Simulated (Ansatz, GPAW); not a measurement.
# Geometry or basis: what sets the conductance of octane-1,8-dithiol between two Pt chains, part 3 of 3

Aim: the conductance of octane-1,8-dithiol between two Pt chains after relaxation, and whether geometry, basis or functional moves it most.

GPAW 26.7.0 and Ansatz 0.2.0; Ansatz plane waves; relaxation of the junction with the lead ends held; PAW set soft_1 (the session's first sound run).

So far, transmission at the Fermi level (one spin): step 3 (plane waves, PBE) 1.7e-4; step 5 (single-zeta polarised basis, PBE, GPAW) 5.7e-5; step 6 (minimal basis, PBE, GPAW) 3.8e-5; step 7 (LDA in the dzp basis: xc = "LDA") 1.6e-4; step 8 (without the relaxation: geometry = "as built", PBE, GPAW) 0.00382.

## (10) Comparison

The curves are compared point by point over the common energies.

This step: comparison of transmission and cost over codes, levels and geometry; PAW set soft_1 (GPAW 26.7.0).

Ladder, by row:

| step | code | T at the Fermi level (sum over the listed spins) | conductance (G0) | r.m.s. T(E) from the first | wall time (s) | peak memory (GiB) | threads |
| --- | --- | --- | --- | --- | --- | --- | --- |
| pw-pbe | Ansatz | 1.70e-4 | 1.91e-4 | 0 | 10655 | 6.793 | 4 |
| dzp | GPAW | 1.51e-4 | 1.77e-4 | 0.0632 | 452.2 | 2.43 | 1 |
| szp | GPAW | 5.74e-5 | 6.68e-5 | 0.07799 | 267.8 | 2.34 | 1 |
| sz | GPAW | 3.76e-5 | 4.47e-5 | 0.07767 | 226.6 | 2.25 | 1 |
| dzp-LDA | GPAW | 1.60e-4 | 1.92e-4 | 0.06779 | 384.4 | 2.43 | 1 |
| asbuilt | GPAW | 0.00382 | 0.004788 | 0.08261 | 474 | 2.43 | 1 |

Table of transmission, zone mean, sum over the listed spins by energy, zero at the Fermi level:

```
energy (eV)   pw-pbe      dzp      szp       sz  dzp-LDA  asbuilt
     -2.000  0.00114   9.8e-4   1.8e-4   1.0e-4  0.00112   0.0681
     -1.800  0.00153  0.00171   3.6e-4   5.5e-4  0.00207    0.121
     -1.650    0.993    0.201  0.00733   0.0110    0.150    0.163
     -1.600  0.00568  0.00389   0.0269  0.00442   4.1e-4    0.172
     -1.400  0.00240  0.00106   2.0e-4   8.4e-5  0.00102   0.0822
     -1.200   0.0264  0.00227   7.3e-4   8.1e-5  0.00123  0.00724
     -1.100  0.00709   0.0183  0.00832   5.9e-4   0.0115  0.00243
     -1.025  0.00243   0.0153  0.00186  0.00402   0.0229  0.00168
     -1.000  0.00214  0.00846   9.9e-4  0.00326   0.0136  0.00176
     -0.800  0.00211  0.00141   2.9e-4   2.2e-4  0.00147  0.00203
     -0.600  0.00198  0.00151   3.8e-4   2.2e-4  0.00146  0.00331
     -0.400  0.00151  0.00144   4.6e-4   2.2e-4  0.00132  0.00377
     -0.200   8.9e-4   6.7e-4   1.6e-4   1.0e-4   6.4e-4   0.0573
      0.000   1.7e-4   1.5e-4   5.7e-5   3.8e-5   1.6e-4  0.00382
      0.200   4.7e-4   5.3e-4   2.8e-4   2.0e-4   6.0e-4   4.1e-4
      0.400  0.00100   7.4e-4   3.2e-4   1.9e-4   7.6e-4   3.9e-5
      0.600   3.9e-4   3.0e-4   1.4e-4   8.2e-5   3.2e-4   5.3e-6
      0.800   2.9e-4   5.2e-4   3.1e-4   2.0e-4   6.1e-4   2.0e-7
      1.000   7.7e-4   6.9e-4   4.0e-4   2.4e-4   6.5e-4   2.7e-7
      1.200   4.9e-4   3.8e-4   2.7e-4   1.6e-4   3.1e-4   2.0e-7
      1.400   2.3e-4   1.8e-4   1.5e-4   8.9e-5   1.5e-4   5.5e-8
      1.600   1.2e-4   9.6e-5   8.8e-5   5.4e-5   8.0e-5   1.4e-9
      1.800   7.2e-5   6.1e-5   6.1e-5   3.8e-5   5.2e-5   1.0e-7
      2.000   5.1e-5   4.5e-5   4.8e-5   3.1e-5   4.0e-5   3.7e-7
```

## (11) A varied run

One more run, with changed settings.

This step: GPAW LCAO, PAW setups; Landauer transmission from Green's functions with principal layers (ASE), zero bias (GPAW 26.7.0).

run.py reads:

```python
import json
import numpy as np
from ase import Atoms
from ase.transport.calculators import TransportCalculator
from gpaw import GPAW, FermiDirac
from gpaw.lcao.tools import get_lcao_hamiltonian
from scipy.linalg import eigh

# The junction with lead layers at both ends, along the third cell vector
device = Atoms(
    ['Pt', 'Pt', 'Pt', 'Pt', 'Pt', 'Pt', 'Pt', 'Pt', 'S', 'H', 'C', 'H', 'H', 'C', 'H', 'H', 'C', 'H', 'H', 'C', 'H', 'H', 'C', 'H', 'H', 'C', 'H', 'H', 'C', 'H', 'H', 'C', 'H', 'S', 'Pt', 'Pt', 'Pt', 'Pt', 'Pt', 'Pt', 'Pt', 'Pt'],
    positions=[
        [6.29004, 4.79939, 1.20000],
        [6.29004, 4.79939, 3.60000],
        [6.29004, 4.79939, 6.00000],
        [6.29004, 4.79939, 8.40000],
        [6.29004, 4.79939, 10.80000],
        [6.29004, 4.79939, 13.20000],
        [5.27193, 6.00355, 14.97589],
        [6.39038, 6.31397, 17.06816],
        [5.77788, 6.80720, 19.06078],
        [6.80307, 4.77294, 19.93942],
        [5.92377, 5.36880, 20.20990],
        [5.02642, 4.74856, 20.07290],
        [6.89542, 6.56728, 21.72470],
        [6.01797, 5.90608, 21.64410],
        [5.13713, 6.53351, 21.85492],
        [6.99466, 4.15988, 22.47922],
        [6.12070, 4.79515, 22.70024],
        [5.23763, 4.13827, 22.62851],
        [7.11772, 6.00408, 24.19343],
        [6.23716, 5.34217, 24.13049],
        [5.36256, 5.97889, 24.34719],
        [7.22184, 3.61543, 24.98705],
        [6.34698, 4.25192, 25.20344],
        [5.46662, 3.58976, 25.14037],
        [7.34526, 5.45733, 26.70500],
        [6.46288, 4.79945, 26.63354],
        [5.58826, 5.43393, 26.85425],
        [7.44863, 3.06295, 27.48039],
        [6.56683, 3.68939, 27.69052],
        [5.69029, 3.02688, 27.61005],
        [7.55633, 4.84957, 29.26102],
        [6.65982, 4.22800, 29.12422],
        [5.77972, 4.82324, 29.39387],
        [6.80719, 2.79127, 30.27520],
        [6.19256, 3.28204, 32.26796],
        [7.31261, 3.59682, 34.35913],
        [6.29004, 4.79939, 36.13377],
        [6.29004, 4.79939, 38.53377],
        [6.29004, 4.79939, 40.93377],
        [6.29004, 4.79939, 43.33377],
        [6.29004, 4.79939, 45.73377],
        [6.29004, 4.79939, 48.13377]],
    cell=[[12.58008, 0.0, 0.0], [0.0, 9.59878, 0.0], [0.0, 0.0, 49.33377]],
    pbc=True)

# One principal layer of the lead: the first 5 atoms of the device
lead = Atoms(
    ['Pt', 'Pt', 'Pt', 'Pt', 'Pt'],
    positions=[
        [6.29004, 4.79939, 1.20000],
        [6.29004, 4.79939, 3.60000],
        [6.29004, 4.79939, 6.00000],
        [6.29004, 4.79939, 8.40000],
        [6.29004, 4.79939, 10.80000]],
    cell=[[12.58008, 0.0, 0.0], [0.0, 9.59878, 0.0], [0.0, 0.0, 12.0]],
    pbc=True)

settings = dict(mode='lcao', basis='dzp', xc='PBE', h=0.2,
                occupations=FermiDirac(0.1), maxiter=60,
                mixer=dict(beta=0.1, nmaxold=8, weight=100.0),
                convergence=dict(density=0.0001))
energies = np.arange(-2, 2 + 1e-9, 0.025)
eta = 0.0001
n1, n2 = 1, 1
# k and -k transmit alike, so half of the mesh across the current serves
mesh = [(i, j) for i in range(n1) for j in range(n2) if (i, j) <= (-i % n1, -j % n2)]
weights = np.array([1 if (i, j) == (-i % n1, -j % n2) else 2 for i, j in mesh]) / (n1 * n2)

# [... helper functions left out ...]
fermi_lead = ground_state(lead, (1, 1, 1), 'lead.txt')
fermi_device = ground_state(device, (1, 1, 2), 'device.txt')
# [... loop over the mesh left out, but for ...]
        # Shift the lead onto the potential of the device's first layer
        shift = ((H[:, 0, 0] - H0[:, 0, 0]) / S0[0, 0]).real.mean()
# [...]
kT = 8.617333e-5 * 300
bias = [0.1, 0.2, 0.5, 1.0, 1.5, 2.0]
# [... integrals and printing left out ...]
```

Started as:

```bash
$ OMP_NUM_THREADS=1 OPENBLAS_NUM_THREADS=1 python run.py
```

Run time: 6.9 min. Hardware: 1 thread of AMD EPYC 7R43, shared host; peak memory 2.4 GiB.

The run finished. A setting was moved off its sound value on purpose, so it serves as a test and not as the result.

The fault put into the input: one k-point along the lead (lead_nz = 1).

The two runs compared:

```csv
quantity,this run,sound run,difference
conductance (G₀),1.902e-4,1.772e-4,1.3e-5
thermopower (μV/K),-7.7271,9.7047,-17.4
largest coupling past the next principal layer (eV),8.118e-6,8.089e-6,2.8e-8
largest misfit of the first principal layer (eV),0.70620,0.10691,0.599
shift that aligns the lead (eV),-0.10362,-0.0063610,-0.0973
transmission at the Fermi level (one spin),1.607e-4,1.505e-4,1.0e-5
```

The thermopower changes sign: -7.73 μV/K against 9.70 μV/K.

## (12) Results

- conductance: 1.8e-4 G₀
- transmission at the Fermi level, mean of the spins: 1.5e-4
- thermopower: 9.70 μV/K

In the dzp basis the junction conducts 1.8e-4 G₀ at 300 K, with T = 1.5e-4 a spin at the Fermi level; no smaller basis tried comes within 10 % of that conductance. Relaxation moved atoms by up to 2.8 Å and took the conductance from 0.00479 to 1.8e-4 G₀, as a ratio a larger change than the step from dzp to the minimal basis. The conductance differs from T at the Fermi level because it averages T(E) over the thermal window, about 0.09 eV wide, in which T changes. Plane waves (PBE) give T = 1.7e-4 there. The junction is in the tunnelling regime at the Fermi level. The positive thermopower says that the thermally weighted transmission is larger below the Fermi level, as for hole-like transport. Measured against the first run (pw-pbe), the nearest curve is that of dzp (r.m.s. 0.063) and the farthest that of asbuilt (0.083). Over the compared runs wall time goes from 227 s (sz) to 10655 s (pw-pbe), on a shared host; the plane-wave run used 4 threads and the orbital runs 1. Moves of this size go well beyond a change of bond lengths: the free chain atoms or the scatterer took up a new arrangement, and the name in the title describes the start. The leads kept an estimated spacing and the cell its length, so the junction may be under some tension or compression. The run had no spin polarisation, so a magnetic state, which chains and small molecules with open shells often have, wasn't tested. Spin-orbit coupling is left out, which matters for the heavy atoms here. Semilocal functionals put molecular levels too near the Fermi level, so such conductances usually come out too high, and chain electrodes have a sharper density of states than real ones. An evenly spaced straight chain is an idealisation: free chains tend to dimerise, zigzag or, where a band edge lies near the Fermi level, turn magnetic. The currents use the zero-bias T(E) throughout, which holds only while the bias is small against the distance to the nearest feature.

[Logs are printed without paths, hosts, clocks, repeated set-up lines and the standing remarks that a program may print on its own settings, such as how far it seeks lower states.]

[Hosts, paths, dates, database ids (printed as entryN), source tags and the programs' standing remarks are cut or masked in the printed files.]
